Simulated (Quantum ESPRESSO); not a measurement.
# MnGaGe: which magnetic order is lowest

A self-consistent run ends on one state, which hangs on the start. Several orders of MnGaGe are started in Quantum ESPRESSO and their energies compared.

Method: LDA; plane waves with GBRV 1.5 LDA potentials, no spin-orbit coupling, in Quantum ESPRESSO 7.5.

**1. The structure**

The structure is tetragonal, space group P4/nmm (No. 129). The conventional cell has a = 3.946 Å, b = 3.946 Å, c = 5.911 Å, α = 90.00°, β = 90.00°, γ = 90.00°. Nearest to Mn lie 4 Ge at 2.58 Å and 4 Ga at 2.64 Å and 4 Mn at 2.79 Å. Ga has 5 Ge at 2.50 to 2.79 Å and 4 Mn at 2.64 Å nearest. Ge has 5 Ga at 2.50 to 2.79 Å and 4 Mn at 2.58 Å nearest. Farther neighbours are not listed.

The cell comes from Materials Project 2023-11-01, a database of computed structures, and need not be the stable phase.

**2. Run 1 (ferro ++)**

The signs are those of the starting moments on the seeded atoms, the atoms that are given a moment.

File pw.in:

```
&CONTROL
  calculation = 'scf'
  prefix = 'pwscf'
  outdir = './tmp'
  pseudo_dir = './pseudo'
  disk_io = 'nowf'
/
&SYSTEM
  ibrav = 0
  nat = 6
  ntyp = 3
  ecutwfc = 40
  ecutrho = 280
  nbnd = 64
  occupations = 'smearing'
  smearing = 'fd'
  degauss = 0.00734986
  nspin = 2
  starting_magnetization(1) = 0.2333
  starting_magnetization(2) = 0
  starting_magnetization(3) = 0
/
&ELECTRONS
  conv_thr = 1.2d-08
  electron_maxstep = 150
  mixing_beta = 0.3
/
ATOMIC_SPECIES
Mn     54.9380 mn_lda_v1.5.uspp.F.UPF
Ga     69.7230 ga_lda_v1.4.uspp.F.UPF
Ge     72.6300 ge_lda_v1.4.uspp.F.UPF
CELL_PARAMETERS angstrom
   3.9459570000    0.0000000000    0.0000000000
   0.0000000000    3.9459570000    0.0000000000
   0.0000000000    0.0000000000    5.9108820000
ATOMIC_POSITIONS crystal
Mn      0.0000000000    0.0000000000    0.0000000000
Mn      0.5000000000    0.5000000000    0.0000000000
Ga      0.0000000000    0.5000000000    0.7037730000
Ga      0.5000000000    0.0000000000    0.2962270000
Ge      0.0000000000    0.5000000000    0.2809470000
Ge      0.5000000000    0.0000000000    0.7190530000
K_POINTS automatic
6 6 6 0 0 0
```

Command:

```
$ OMP_NUM_THREADS=1 mpirun -n 4 pw.x -nk 4 -in pw.in > pw.out
```

The program printed:

```text
Program PWSCF v.7.5 starts

     Message from routine setup:
     using ibrav=0 with symmetry is DISCOURAGED, use correct ibrav instead

     K-points division:     npool     =       4
     Subspace diagonalization in iterative solution of the eigenvalue problem:

     G-vector sticks info
     --------------------
     sticks:   dense  smooth     PW     G-vecs:    dense   smooth      PW
     Sum        1237     709    221                49175    21201    3565

     Using Slab Decomposition

     bravais-lattice index     =            0
     lattice parameter (alat)  =       7.4568  a.u.
     unit-cell volume          =     621.0886 (a.u.)^3
     number of atoms/cell      =            6
     number of atomic types    =            3
     number of electrons       =        96.00
     number of Kohn-Sham states=           64
     kinetic-energy cutoff     =      40.0000  Ry
     charge density cutoff     =     280.0000  Ry
     scf convergence threshold =      1.2E-08
     mixing beta               =       0.3000
     number of iterations used =            8  plain     mixing
     Exchange-correlation=  SLA  PZ   NOGX NOGC
                           (   1   1   0   0   0   0   0)

     celldm(1)=   7.456778  celldm(2)=   0.000000  celldm(3)=   0.000000
     celldm(4)=   0.000000  celldm(5)=   0.000000  celldm(6)=   0.000000

     crystal axes: (cart. coord. in units of alat)
               a(1) = (   1.000000   0.000000   0.000000 )
               a(2) = (   0.000000   1.000000   0.000000 )
               a(3) = (   0.000000   0.000000   1.497959 )

     reciprocal axes: (cart. coord. in units 2 pi/alat)
               b(1) = (  1.000000  0.000000  0.000000 )
               b(2) = (  0.000000  1.000000  0.000000 )
               b(3) = (  0.000000  0.000000  0.667575 )

     PseudoPot. # 1 for Mn read from file:
     mn_lda_v1.5.uspp.F.UPF
     Pseudo is Ultrasoft + core correction, Zval = 15.0
     Generated by new atomic code, or converted to UPF format
     Using radial grid of  859 points,  6 beta functions with:
                l(1) =   0
                l(2) =   0
                l(3) =   1
                l(4) =   1
                l(5) =   2
                l(6) =   2
     Q(r) pseudized with  8 coefficients,  rinner =    0.950   0.950   0.950
                                                       0.950   0.950

     PseudoPot. # 2 for Ga read from file:
     ga_lda_v1.4.uspp.F.UPF
     Pseudo is Ultrasoft + core correction, Zval = 19.0
     Generated by new atomic code, or converted to UPF format
     Using radial grid of  871 points,  6 beta functions with:
                l(1) =   0
                l(2) =   0
                l(3) =   1
                l(4) =   1
                l(5) =   2
                l(6) =   2
     Q(r) pseudized with  8 coefficients,  rinner =    1.250   1.250   1.250
                                                       1.250   1.250

     PseudoPot. # 3 for Ge read from file:
     ge_lda_v1.4.uspp.F.UPF
     Pseudo is Ultrasoft + core correction, Zval = 14.0
     Generated by new atomic code, or converted to UPF format
     Using radial grid of  873 points,  6 beta functions with:
                l(1) =   0
                l(2) =   0
                l(3) =   1
                l(4) =   1
                l(5) =   2
                l(6) =   2
     Q(r) pseudized with  8 coefficients,  rinner =    1.400   1.400   1.400
                                                       1.400   1.400

     atomic species   valence    mass     pseudopotential
     Mn               15.00    54.93800     Mn( 1.00)
     Ga               19.00    69.72300     Ga( 1.00)
     Ge               14.00    72.63000     Ge( 1.00)

     Starting magnetic structure
     atomic species   magnetization
     Mn              0.233
     Ga              0.000
     Ge              0.000

     16 Sym. Ops., with inversion, found ( 8 have fractional translation)

   Cartesian axes

     site n.     atom                  positions (alat units)
         1        Mn     tau(   1) = (   0.0000000   0.0000000   0.0000000  )
         2        Mn     tau(   2) = (   0.5000000   0.5000000   0.0000000  )
         3        Ga     tau(   3) = (   0.0000000   0.5000000   1.0542231  )
         4        Ga     tau(   4) = (   0.5000000   0.0000000   0.4437359  )
         5        Ge     tau(   5) = (   0.0000000   0.5000000   0.4208471  )
         6        Ge     tau(   6) = (   0.5000000   0.0000000   1.0771119  )

     number of k points=    40  Fermi-Dirac smearing, width (Ry)=  0.0073
                       cart. coord. in units 2pi/alat
        k(    1) = (   0.0000000   0.0000000   0.0000000), wk =   0.0046296
        k(    2) = (   0.0000000   0.0000000   0.1112625), wk =   0.0092593
        k(    3) = (   0.0000000   0.0000000   0.2225250), wk =   0.0092593
        k(    4) = (   0.0000000   0.0000000  -0.3337875), wk =   0.0046296
        k(    5) = (   0.0000000   0.1666667   0.0000000), wk =   0.0185185
        [... 35 further k-points ...]

     Dense  grid:    49175 G-vectors     FFT dimensions: (  40,  40,  60)

     Smooth grid:    21201 G-vectors     FFT dimensions: (  32,  32,  45)

     Check: negative core charge=   -0.000028
     Generating pointlists ...
     new r_m :   0.2696 (alat units)  2.0102 (a.u.) for type    1
     new r_m :   0.2613 (alat units)  1.9482 (a.u.) for type    2
     new r_m :   0.2613 (alat units)  1.9482 (a.u.) for type    3

     Initial potential from superposition of free atoms

     starting charge      92.9984, renormalised to      96.0000
     Starting wfcs are   68 randomized atomic wfcs

     Self-consistent Calculation

     iteration #  1     ecut=    40.00 Ry     beta= 0.30
     Davidson diagonalization with overlap
     ethr =  1.00E-02,  avg # of iterations =  4.5

     total energy              =   -1677.29322472 Ry
     estimated scf accuracy    <       7.15624345 Ry

     total magnetization       =     4.34 Bohr mag/cell
     absolute magnetization    =     4.84 Bohr mag/cell

     iteration #  2     ecut=    40.00 Ry     beta= 0.30
     Davidson diagonalization with overlap
     ethr =  7.45E-03,  avg # of iterations =  2.0

     total energy              =   -1678.07293014 Ry
     estimated scf accuracy    <       1.79206921 Ry

     total magnetization       =     4.28 Bohr mag/cell
     absolute magnetization    =     4.95 Bohr mag/cell

     iteration #  3     ecut=    40.00 Ry     beta= 0.30
     Davidson diagonalization with overlap
     ethr =  1.87E-03,  avg # of iterations =  2.0

     total energy              =   -1678.28846171 Ry
     estimated scf accuracy    <       2.83663018 Ry

     total magnetization       =     4.25 Bohr mag/cell
     absolute magnetization    =     4.85 Bohr mag/cell

     [... further iterations left out ...]

     iteration # 12     ecut=    40.00 Ry     beta= 0.30
     Davidson diagonalization with overlap
     ethr =  1.58E-09,  avg # of iterations =  1.6

     total energy              =   -1678.54060175 Ry
     estimated scf accuracy    <       0.00000089 Ry

     total magnetization       =     3.91 Bohr mag/cell
     absolute magnetization    =     4.42 Bohr mag/cell

     iteration # 13     ecut=    40.00 Ry     beta= 0.30
     Davidson diagonalization with overlap
     ethr =  9.28E-10,  avg # of iterations =  2.2

     total energy              =   -1678.54060262 Ry
     estimated scf accuracy    <       0.00000006 Ry

     total magnetization       =     3.90 Bohr mag/cell
     absolute magnetization    =     4.41 Bohr mag/cell

     iteration # 14     ecut=    40.00 Ry     beta= 0.30
     Davidson diagonalization with overlap
     ethr =  6.24E-11,  avg # of iterations =  2.3

     total energy              =   -1678.54060264 Ry
     estimated scf accuracy    <       0.00000002 Ry

     total magnetization       =     3.90 Bohr mag/cell
     absolute magnetization    =     4.41 Bohr mag/cell

     iteration # 15     ecut=    40.00 Ry     beta= 0.30
     Davidson diagonalization with overlap
     ethr =  1.65E-11,  avg # of iterations =  2.2

     Magnetic moment per site  (integrated on atomic sphere of radius R)
     atom   1 (R=0.270)  charge= 13.5213  magn=  1.9890
     atom   2 (R=0.270)  charge= 13.5213  magn=  1.9890
     atom   3 (R=0.261)  charge= 17.1697  magn= -0.0228
     atom   4 (R=0.261)  charge= 17.1697  magn= -0.0228
     atom   5 (R=0.261)  charge= 11.9491  magn= -0.0483
     atom   6 (R=0.261)  charge= 11.9491  magn= -0.0483

     End of self-consistent calculation

     [... lines left out ...]
     the Fermi energy is    13.6951 ev

!    total energy              =   -1678.54060265 Ry
     estimated scf accuracy    <          1.7E-09 Ry
     smearing contrib. (-TS)   =      -0.00898134 Ry
     internal energy E=F+TS    =   -1678.53162131 Ry

     The total energy is F=E-TS. E is the sum of the following terms:
     one-electron contribution =   -1095.04097955 Ry
     hartree contribution      =     609.51322104 Ry
     xc contribution           =    -262.69505240 Ry
     ewald contribution        =    -930.30881041 Ry

     total magnetization       =     3.90 Bohr mag/cell
     absolute magnetization    =     4.41 Bohr mag/cell

     convergence has been achieved in  15 iterations

=------------------------------------------------------------------------------=
   JOB DONE.
=------------------------------------------------------------------------------=
```

Wall time 64 s (4 MPI ranks of Intel Xeon Platinum 8488C (Sapphire Rapids), shared host); peak memory 0.71 GiB; 4.2 min of CPU time.

Spin moment in the atom's sphere by atom:

| atom | spin moment in the atom's sphere (μB) |
| --- | --- |
| Mn1 | 1.99 |
| Mn2 | 1.99 |
| Ga3 | -0.02 |
| Ga4 | -0.02 |
| Ge5 | -0.05 |
| Ge6 | -0.05 |

Numbers from this step:

| Quantity | Value |
| --- | --- |
| smearing term TS | 0.1222 eV |
| magnetization | 3.901 μB |
| absolute magnetization | 4.413 μB |
| final state | ferromagnetic |

[end of part 1 of 2]

[Logs and program files are shortened in this print: banners, set-up blocks, solver, clock and traceback lines can be left out without a mark of their own.]

[Logs are printed without paths, hosts, clocks, repeated set-up lines and the standing remarks that a program may print on its own settings, such as how far it seeks lower states.]

[Hosts, paths, dates, database ids (printed as entryN), source tags and the programs' standing remarks are cut or masked in the printed files.]

[Where a cell is said to come from a database of computed structures, the database is the Materials Project.]
